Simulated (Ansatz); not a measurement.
# Dielectric function and optical constants of NaHgF3 (model structure)

Aim: the dielectric function of NaHgF3 (model structure), and the optical constants that follow from it. The cell was made here by substitution or stacking, whether or not such a phase is known. It was built so: All Cd replaced by Hg and K replaced by Na in the Pm-3m structure of KCdF3.

Main program and level: Ansatz 0.2.0; DFT, PBE, plane-wave PAW, default files, scalar-relativistic, independent-particle optical response without local fields.

This is a report of a sequence of runs, with most program output left out.

### Step 1. The structure

Symmetry: Pm-3m, No. 221, cubic system. Conventional cell: a = 4.009 Å, b = 4.009 Å, c = 4.009 Å, α = 90.00°, β = 90.00°, γ = 90.00°. Hg has 6 F at 2.00 Å nearest. Nearest to Na lie 12 F at 2.83 Å. F has 2 Hg at 2.00 Å and 4 Na at 2.83 Å nearest. All Cd replaced by Hg and K replaced by Na in the Pm-3m structure of KCdF3. Farther neighbours and most contacts between anions are not listed.

### Step 2. Relaxation

The structure was built or cut out here, so it is relaxed before any spectrum is computed.

This step: DFT, PBE, plane-wave PAW, default files, scalar-relativistic, relaxation (Ansatz 0.2.0).

File input.yaml:

```yaml
crystal:
  lattice:
    - [4.00901928, 0.0, 0.0]
    - [0.0, 4.00901928, 0.0]
    - [0.0, 0.0, 4.00901928]
  atoms:
    - { symbol: Hg, position: [0.5, 0.5, 0.5] }
    - { symbol: Na, position: [0.0, 0.0, 0.0] }
    - { symbol: F, position: [0.5, 0.5, 0.0] }
    - { symbol: F, position: [0.5, 0.0, 0.5] }
    - { symbol: F, position: [0.0, 0.5, 0.5] }
kpoints:
  mp_grid: { grid: [6, 6, 6] }
scf:
  occupations: { method: fermi_dirac, width: 0.05 }
hamiltonian:
  xc: pbe
  pseudopotentials: { kind: paw }
output:
  forces: true
  stress: true
relax:
  f_tol: 0.02
  max_steps: 50
  cell: {}
```

Launch:

```console
ansatz run input.yaml --threads 4 --pin off --max-ram 8192MiB --backend cpu --events-out ev --progress --plain --runs-dir out
```

Run time: 8.9 s. Hardware: 4 threads of Arm Neoverse V1, shared host; peak memory 0.41 GiB; 31 s of CPU time.

Relaxation path:

```
step  energy less that of the first step (eV)  largest force component (eV/Å)  pressure (GPa)  volume (Å³)
   1                                   0.0000                          0.0000           50.41        64.43
   2                                  -2.0843                          0.0000           20.83        74.32
   3                                  -2.7267                          0.0000            4.04        83.30
   4                                  -2.7539                          0.0000            0.29        85.79
   5                                  -2.7536                          0.0000            0.00        85.99
  6*                                  -3.1488                          0.0000            6.40        85.99
   7                                  -3.2576                          0.0000            2.62        90.50
   8                                  -3.2713                          0.0000            0.36        93.93
   9                                  -3.2686                          0.0000            0.03        94.49
 10*                                  -3.3098                          0.0000            0.22        94.49
  11                                  -3.3091                          0.0000            0.01        94.86
 12*                                  -3.3100                          0.0000            0.01        94.86
```

Relaxation steps marked * repeat the geometry before them on a plane-wave basis chosen anew for their cell, so energy and pressure can jump there.

Forces are held to the 48 operations that the run works with; a distortion that breaks them can't arise in this run.

```
     cell as run  before  after   change
           a (Å)   4.009  4.561  +13.8 %
           b (Å)   4.009  4.561  +13.8 %
           c (Å)   4.009  4.561  +13.8 %
volume (Å³/atom)   12.89  18.97  +47.2 %
```

Final coordinates:

```cif
data_structure
_symmetry_space_group_name_H-M 'P 1'
_symmetry_Int_Tables_number 1
_cell_length_a 4.5606
_cell_length_b 4.5606
_cell_length_c 4.5606
_cell_angle_alpha 90.000
_cell_angle_beta 90.000
_cell_angle_gamma 90.000
_cell_volume 94.86
loop_
_atom_site_label
_atom_site_type_symbol
_atom_site_fract_x
_atom_site_fract_y
_atom_site_fract_z
_atom_site_occupancy
Hg1 Hg 0.50000 0.50000 0.50000 1
Na2 Na 0.00000 0.00000 0.00000 1
F3 F 0.50000 0.50000 0.00000 1
F4 F 0.50000 0.00000 0.50000 1
F5 F 0.00000 0.50000 0.50000 1
```

The relaxation ends with a pressure of 0.01 GPa.

### Step 3. Ground state and bands

The self-consistent density comes first; it also tells whether there is a gap, which decides the occupations and the need for a Drude term.

This step: DFT, PBE, plane-wave PAW, default files, scalar-relativistic, ground state (Ansatz 0.2.0).

File input.yaml:

```yaml
crystal:
  lattice:
    - [4.5605912739, 0.0, 0.0]
    - [0.0, 4.5605912739, 0.0]
    - [0.0, 0.0, 4.5605912739]
  atoms:
    - { symbol: Hg, position: [0.5, 0.5, 0.5] }
    - { symbol: Na, position: [0.0, 0.0, 0.0] }
    - { symbol: F, position: [0.5, 0.5, 0.0] }
    - { symbol: F, position: [0.5, 0.0, 0.5] }
    - { symbol: F, position: [0.0, 0.5, 0.5] }
kpoints:
  mp_grid: { grid: [5, 5, 5] }
  band_path:
    path:
      - [[0.0, 0.0, 0.0], [0.0, 0.5, 0.0], [0.5, 0.5, 0.0], [0.0, 0.0, 0.0], [0.5, 0.5, 0.5], [0.0, 0.5, 0.0]]
      - [[0.5, 0.5, 0.0], [0.5, 0.5, 0.5]]
    npoints: 10
scf:
  occupations: { method: fermi_dirac, width: 0.05 }
  n_extra_bands: 9
hamiltonian:
  xc: pbe
  pseudopotentials: { kind: paw }
output:
  forces: true
  stress: true
  populations: true
  write_bands: true
  write_density: true
  write_potential: true
  elf: true
  volumetric_format: npy
```

The job ended after 1.9 s (4 threads; peak memory 0.4 GiB).

This step gave:

* free energy: -17725.3601 eV
* Fermi energy: 3.345 eV
* gap by band count: 0.6415 eV
* electrons: 50
* symmetry operations: 48
* pressure: 0.01631 GPa
* volume: 94.86 Å³
* gap on the path: 0.3964 eV
* least direct gap on the path: 2.835 eV

There is a gap, 0.40 eV on the path, so no carriers' term is needed. The cell is left with a pressure of 0.0 GPa after its relaxation.

The electronic bands at the labelled points (eV, zero at the Fermi level; v1 is the highest filled band, c1 the lowest empty one):

```
    point     v4     v3     v2     v1    c1    c2    c3     c4
        Γ  -2.65  -2.61  -2.61  -2.61  0.22  4.84  9.41   9.41
  halfway  -2.63  -2.46  -2.42  -2.42  1.33  4.99  7.82   9.60
        X  -2.62  -2.23  -2.23  -2.23  2.84  4.49  7.67  10.32
  halfway  -2.42  -2.26  -2.22  -0.96  3.33  4.87  7.25   8.06
        M  -2.28  -2.22  -2.22  -0.17  4.31  5.86  6.30   6.30
  halfway  -2.48  -2.44  -2.40  -1.45  2.06  5.22  7.31   8.80
        Γ  -2.65  -2.61  -2.61  -2.61  0.22  4.84  9.41   9.41
  halfway  -2.43  -2.43  -1.47  -1.47  2.65  5.46  7.70   7.70
        R  -2.27  -2.27  -0.17  -0.17  5.49  6.00  7.46   7.46
  halfway  -2.26  -2.25  -1.50  -0.78  3.78  5.20  7.40   7.85
        X  -2.62  -2.23  -2.23  -2.23  2.84  4.49  7.67  10.32
jump to M  -2.28  -2.22  -2.22  -0.17  4.31  5.86  6.30   6.30
  halfway  -2.25  -2.25  -1.21  -0.17  4.68  5.92  6.68   6.68
        R  -2.27  -2.27  -0.17  -0.17  5.49  6.00  7.46   7.46
```

Electrostatic potential energy in the ac plane at fractional y = 0.500, with atoms of Hg and F within 0.2 Å of it. With pseudopotentials it is smooth inside the atoms' cores, unlike the true potential.

Ten even steps from '_' (-41 eV) to '@' (9 eV), each cell a mean:
```
@@@@@@@@@@**..__::%%@@@@@@@@
@@@@@@@@@@@@++==##@@@@@@@@@@
@@@@@@@@@@@@@@%%@@@@@@@@@@@@
@@@@@@@@@@%%##**##%%@@@@@@@@
##@@@@@@%%++::::--**%%@@@@%%
..==%%%%**..______--##@@##::
__..##%%++________::**%%==__
__::%%%%++..______::##@@++..
++##@@@@##--..__..++%%@@@@**
@@@@@@@@%%##++++**%%@@@@@@@@
@@@@@@@@@@@@%%%%%%@@@@@@@@@@
@@@@@@@@@@@@%%##%%@@@@@@@@@@
@@@@@@@@@@##::..==@@@@@@@@@@
@@@@@@@@@@++____..##@@@@@@@@
```
Atoms in or near the plane, at fractional coordinates: Hg at (0.50, 0.50), F at (0.50, 0.00), F at (0.00, 0.50).

ELF in the ac plane at fractional y = 0.500, with atoms of Hg and F within 0.2 Å of it. It is the smooth field of the valence electrons, not physical close to the nuclei.

Ten even steps from '0' (0.00) to '9' (0.81), each cell a mean:
```
00037998995100
00014788862000
21001233210001
64101222211025
98412455531169
99613567652289
68714678752388
89713677652389
99512566542279
76201234321147
32000111110013
00002577641000
00026998984100
00037986996200
```
Atoms in or near the plane, at fractional coordinates: Hg at (0.50, 0.50), F at (0.50, 0.00), F at (0.00, 0.50).

### Step 4. Spectrum

With the density converged, the vertical transitions are summed over the zone.

This step: DFT, PBE, plane-wave PAW, default files, scalar-relativistic, independent-particle optical response without local fields (Ansatz 0.2.0).

input.yaml, the sections that differ from step 3:

```yaml
kpoints:
  mp_grid: { grid: [5, 5, 5] }
scf:
  occupations: { method: fixed }
output:
  optics:
    e_range: [0, 22]
    de: 0.05
    sigma: 0.1
    nscf_kmesh: { grid: [8, 8, 8] }
    bands: { spectra_wanted_up_to: 22 }
# crystal, hamiltonian: as in step 3
```

It took 21 s on 4 threads; peak memory 1 GiB; 81 s of CPU time.

Numbers from this step:

* electronic dielectric constant ε∞, mean over x, y and z (by symmetry where fewer were run): 2.972
* absorption onset, first axis (α over 10⁴ cm⁻¹, or the direct gap if that lies higher): 2.851 eV
* main peak of Im epsilon, first axis: 4.231 eV
* centre of weight of the strongest loss peak in the window: 15.63 eV
* photocurrent from vertical transitions in a film 500 nm thick on a perfect mirror (two passes), AM1.5G, no front reflection, all carriers collected: 2.704 mA/cm²
* least direct gap on the mesh: 2.835 eV
* bands summed: 72
* spectra valid up to: 33.86 eV
* program's estimate of the k-sum error in Im epsilon: 0.05 %
* electrons in the f-sum: 24.19

The Im ε, any direction has structure finer than the step of the table below, so its rows give means over 1 eV, whole bins alone (the curve runs from 0 to 22 eV). Peaks (eV: height): 4.2: 3.63, 8.2: 1.87, 12.2: 1.54, 20.2: 0.928.

The Im ε, any direction by photon energy; means over each step:

photon energy (eV), Im ε, any direction and a bar:
```
        2       0.00 
        3       0.99 #########
        4       3.31 ##############################
        5       1.52 ##############
        6       0.68 ######
        7       0.68 ######
        8       1.05 ##########
        9       0.67 ######
       10       1.20 ###########
       11       0.95 #########
       12       1.36 ############
       13       1.30 ############
       14       1.17 ###########
       15       0.72 #######
       16       0.94 #########
       17       0.71 ######
       18       0.46 ####
       19       0.57 #####
       20       0.62 ######
       21       0.49 ####
```

Re ε, any direction against photon energy:

```
photon energy (eV)  Re ε, any direction
               0.0                 2.97
               0.5                 2.99
               1.0                 3.05
               1.5                 3.15
               2.0                 3.35
               2.5                 3.75
               3.0                 4.95
               3.5                 4.41
               4.0                 2.62
               4.5                0.509
               5.0                 1.37
               5.5                0.913
               6.0                 1.26
               6.5                 1.74
               7.0                 1.93
               7.5                 1.99
               8.0                 2.23
               8.5                 1.42
               9.0                 2.10
               9.5                 2.19
              10.0                 1.77
              10.5                 1.52
              11.0                 1.74
              11.5                 1.90
              12.0                 1.77
              12.5                 1.25
              13.0                 1.38
              13.5                 1.14
              14.0                0.642
              14.5                0.872
              15.0                 1.06
              15.5                 1.20
              16.0                 1.06
              16.5                0.836
              17.0                0.828
              17.5                0.855
              18.0                0.997
              18.5                 1.16
              19.0                 1.12
              19.5                 1.02
              20.0                 1.29
              20.5                0.901
              21.0                 1.07
              21.5                 1.11
              22.0                 1.18
```

The refractive index n and extinction k by photon energy:

```
photon energy (eV)      n      k
                 0   1.72      0
                 1   1.75      0
                 2   1.83      0
                 3   2.23  0.153
                 4   1.86  0.924
                 5   1.27  0.500
                 6   1.15  0.274
                 7   1.41  0.251
                 8   1.53  0.357
                 9   1.47  0.233
                10   1.40  0.432
                11   1.36  0.328
                12   1.41  0.471
                13   1.27  0.482
                14   1.01  0.617
                15   1.08  0.317
                16   1.13  0.459
                17  0.972  0.341
                18   1.02  0.209
                19   1.09  0.265
                20   1.16  0.225
                21   1.06  0.215
                22   1.11  0.236
```

Values under 1 per cm are given as 1. Absorption coefficient, any direction against photon energy:

```
photon energy (eV)  absorption coefficient, any direction (1/cm)
              0.00                                             1
              1.00                                             1
              2.00                                             1
              3.00                                         46536
              4.00                                         3.7e5
              5.00                                         2.5e5
              6.00                                         1.7e5
              7.00                                         1.8e5
              8.00                                         2.9e5
              9.00                                         2.1e5
             10.00                                         4.4e5
             11.00                                         3.7e5
             12.00                                         5.7e5
             13.00                                         6.4e5
             14.00                                         8.8e5
             15.00                                         4.8e5
             16.00                                         7.4e5
             17.00                                         5.9e5
             18.00                                         3.8e5
             19.00                                         5.1e5
             20.00                                         4.6e5
             21.00                                         4.6e5
             22.00                                         5.3e5
```

The reflectivity at normal incidence, any direction has structure finer than the step of the table below, so its rows give means over 1 eV, whole bins alone (the curve runs from 0 to 22 eV). Peaks (eV: height): 4.3: 20.0, 5.4: 8.50, 8.2: 9.66, 9.6: 6.64, 13.8: 9.11, 16.4: 4.84, 20.2: 3.99.

Reflectivity at normal incidence, any direction against photon energy; means over each step:

```
photon energy (eV)  reflectivity at normal incidence, any direction (%)
                 1                                                 7.40
                 2                                                 8.72
                 3                                                 14.4
                 4                                                 18.2
                 5                                                 8.50
                 6                                                 2.93
                 7                                                 3.90
                 8                                                 5.43
                 9                                                 3.99
                10                                                 5.79
                11                                                 4.47
                12                                                 6.69
                13                                                 6.22
                14                                                 6.87
                15                                                 2.75
                16                                                 4.16
                17                                                 3.23
                18                                                 1.31
                19                                                 1.73
                20                                                 2.17
                21                                                 1.36
```

At chosen wavelengths:

```
wavelength (nm)     n      k  R (%)        1/α
            633  1.82  0.000    8.5  over 1 mm
            532  1.89  0.000    9.5  over 1 mm
            405  2.25  0.204   15.2     158 nm
            365  2.27  0.576   17.7      50 nm
            308  1.85  0.933   17.7      26 nm
            248  1.27  0.500    6.0      39 nm
            193  1.30  0.164    2.2      94 nm
```

Through 1 µm of it, D65 light comes out yellow-green (x = 0.334, y = 0.372; 83 % transmitted). A larger true gap would move the edge to shorter wavelengths and change the colour.

The f-sum over the summed bands holds 24.2 of the cell's 50 electrons outside the frozen cores, 22 of which lie in bands more than 12 eV below the Fermi level, whose transitions come at higher energies. Up to 22 eV the strength has a mean oscillator energy of 8.8 eV, and these transitions give 85 % of ε∞ − 1 along x; the rest comes from higher ones.

### Step 5. Outcome

| Quantity | Value |
| --- | --- |
| gap on the path | 0.396 eV |
| least direct gap on the path | 2.84 eV |
| electronic dielectric constant ε∞, mean over x, y and z (by symmetry where fewer were run) (independent particles) | 2.97 |
| absorption onset, first axis (α over 10⁴ cm⁻¹, or the direct gap if that lies higher) | 2.85 eV |
| main peak of Im epsilon, first axis | 4.23 eV |
| centre of weight of the strongest loss peak in the window, first axis | 15.6 eV |
| photocurrent from vertical transitions in a film 500 nm thick on a perfect mirror (two passes), AM1.5G, no front reflection, all carriers collected | 2.70 mA/cm² |

At this level (PBE, independent particles) NaHgF3 has ε∞ = 2.97 and n = 1.74 at 1550 nm; absorption sets in near 2.9 eV, and Im ε peaks at 4.2 eV. The cell grew by 47.2 % in volume. The gap is indirect (0.40 eV), so absorption without phonons can begin only at the direct gap of 2.84 eV. Absorption passes 10⁴ cm⁻¹ from the direct gap on, 2.83 eV, inside the visible range. The strongest loss structure up to 22 eV has its centre of weight at 15.6 eV; a free-electron gas of the 24.2 electrons in the f-sum would put its plasmon at 18.7 eV. Distinct maxima of Im ε, read by a parabola through the highest points, lie at 4.23 eV (3.6), 5.33 eV (1.6), 8.15 eV (1.9) and 12.20 eV (1.5). The f-sum over the summed bands holds 24.2 of the cell's 50 electrons outside the frozen cores, 22 of which lie in bands more than 12 eV below the Fermi level, whose transitions come at higher energies. Up to 22 eV the strength has a mean oscillator energy of 8.8 eV, and these transitions give 85 % of ε∞ − 1 along x; the rest comes from higher ones. Through 1 µm of it, D65 light comes out yellow-green (x = 0.334, y = 0.372; 83 % transmitted). A larger true gap would move the edge to shorter wavelengths and change the colour. Excitons and phonon-assisted transitions are missing, and so are local fields; PBE gaps are as a rule too small, which pulls the onset down and ε∞ up, while the missing spin-orbit coupling works the other way with such heavy atoms. In the base run ε includes the program's bounded estimate of what the bands above those summed add. Spin-orbit coupling is left out although heavy atoms are present. The cell grew by 47 % in the relaxation, which can come from the guessed start or, where layers or molecules are weakly bound, from the missing dispersion term; a larger cell lowers ε.

[Logs are printed without paths, hosts, clocks, repeated set-up lines and the standing remarks that a program may print on its own settings, such as how far it seeks lower states.]

[Hosts, paths, dates, database ids (printed as entryN), source tags and the programs' standing remarks are cut or masked in the printed files.]
